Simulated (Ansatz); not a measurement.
## Zr2CO2 MXene, 4 layers (80 atoms): a reference run and its variants

The cell holds 80 atoms: 16 C, 32 Zr and 32 O. Cell: a = 6.752 Å, b = 6.752 Å, c = 40.780 Å, α = 90.0°, β = 90.0°, γ = 120.0°. It derives from Zr2CO2 (Zr2CO2 MXene). 4 layers of Zr2CO2 MXene (a = 3.31 Å), 2 x 2 cells, biaxial strain +2 %, every second layer slid by 0.167 of a1 + 2 a2; facing planes 2.84, 2.72, 2.82 Å apart; 14 Å of vacuum. Regions: layer 1, 20 atoms (4 C, 8 Zr and 8 O); layer 2, 20 atoms (4 C, 8 Zr and 8 O); layer 3, 20 atoms (4 C, 8 Zr and 8 O); layer 4, 20 atoms (4 C, 8 Zr and 8 O). Vacuum lies along c.

Geometry: as built.

Reference run: Kohn-Sham DFT, RPBE+D3(BJ), PAW (set soft_2), plane waves (Ansatz 0.2.0), cutoff 420 eV, k-mesh 3×3×1, fixed occupations.

| Property | Result |
| --- | --- |
| r.m.s. force component | 0.3403 eV/Å |
| gap (highest filled to lowest empty level) | 0.8536 eV |
| SCF cycles | 12 |
| time | 3.4 s on 1 × NVIDIA GB200 with 32 threads of Arm Neoverse V2, shared host |

**Question.** The cell is repeated and solved at Γ. How do error, time and memory go?
- plane waves, 80 atoms (1×1×1)
- support functions, 80 atoms (1×1×1)
- plane waves, 720 atoms (3×3×1)
- support functions, 720 atoms (3×3×1)
- support functions, 1280 atoms (4×4×1)
- truncated density matrix, 1280 atoms (4×4×1)
- support functions, 2880 atoms (6×6×1)
- truncated density matrix, 2880 atoms (6×6×1)

Differences are against the typed cell on a 3×3×1 mesh, which samples like Γ on 720 atoms (r.m.s. force component 0.340 eV/Å, gap 0.854 eV). Every repeated cell is solved at Γ, and forces are averaged over the copies of each atom. Hardware: 1 × NVIDIA GB200 with 32 threads of Arm Neoverse V2, shared host.

```
atoms  repeats                     basis  Δ force, r.m.s. (meV/Å)  Δ energy (meV/atom)  less plane waves of the same size (meV/atom)  gap (eV)  spread among copies (meV/Å)  SCF cycles     time  host memory (GiB)  planned on the GPU (GiB)
   80    1×1×1               plane waves                      184                  231                                             -                   0.561                            -          13    1.4 s                1.2                       4.7
   80    1×1×1         support functions                      184                  227                                          -3.5                   0.561                            -          24    6.9 s                1.1                         6
  720    3×3×1               plane waves                    0.008                    0                                             -                   0.854                            0          13     27 s                3.5                        76
  720    3×3×1         support functions                     1.06                -3.41                                          -3.4                   0.854                         0.14          20     30 s                3.8                        31
 1280    4×4×1         support functions                     3.69                -4.88                                             -                   0.858                         0.15          20     58 s                5.8                        48
 1280    4×4×1  truncated density matrix                     3.73                -4.87                                             -                       -                         0.16          21     46 s                5.7                        52
 2880    6×6×1         support functions                     4.55                -5.18                                             -                   0.859                         0.14          21  4.2 min                 29                        77
 2880    6×6×1  truncated density matrix                     4.58                -5.17                                             -                       -                         0.13          23  2.9 min                 25                        70
```

Repeating the cell at Γ samples more k-points: in plane waves the energy difference from the dense mesh goes from 231 meV/atom at 80 atoms to 0 at 720, and the force difference from 184 to 0.008 meV/Å; the gap goes from 0.561 to 0.854 eV. The largest repeat holds the very k-points of the reference's mesh, so its agreement is an identity, not a test of convergence. With plane waves, the time grows as the 1.3 power of the atom count between the two largest sizes, 80 and 720 atoms. The smaller run is short enough for fixed overheads to flatten this slope. With support functions, the time grows as the 1.8 power of the atom count between the two largest sizes, 1280 and 2880 atoms. With the truncated density matrix, the time grows as the 1.7 power of the atom count between the two largest sizes, 1280 and 2880 atoms. At 2880 atoms truncation (run in mixed precision) changes the energy by +0.011 meV/atom and takes 0.70 times the time of the full density matrix. At equal size the support functions lie 3.4 to 3.5 meV/atom below plane waves, likely because their grid holds more waves than 420 eV; no run tests this. Support functions take 4.8 times the time of plane waves at 80 atoms and 1.1 times at 720, so no crossover is reached among the sizes that both ran. Each time is a single run, so ratios and crossover are rough. The bases also began from different starting densities. At the largest size the support functions' forces differ from the reference by 1.3 % of the r.m.s. force, which holds the difference of sampling between the two as well as that of the basis. In some support-function runs the search for missed states was left out or partial.

[Logs are printed without paths, hosts, clocks, repeated set-up lines and the standing remarks that a program may print on its own settings, such as how far it seeks lower states.]

[Hosts, paths, dates, database ids (printed as entryN), source tags and the programs' standing remarks are cut or masked in the printed files.]
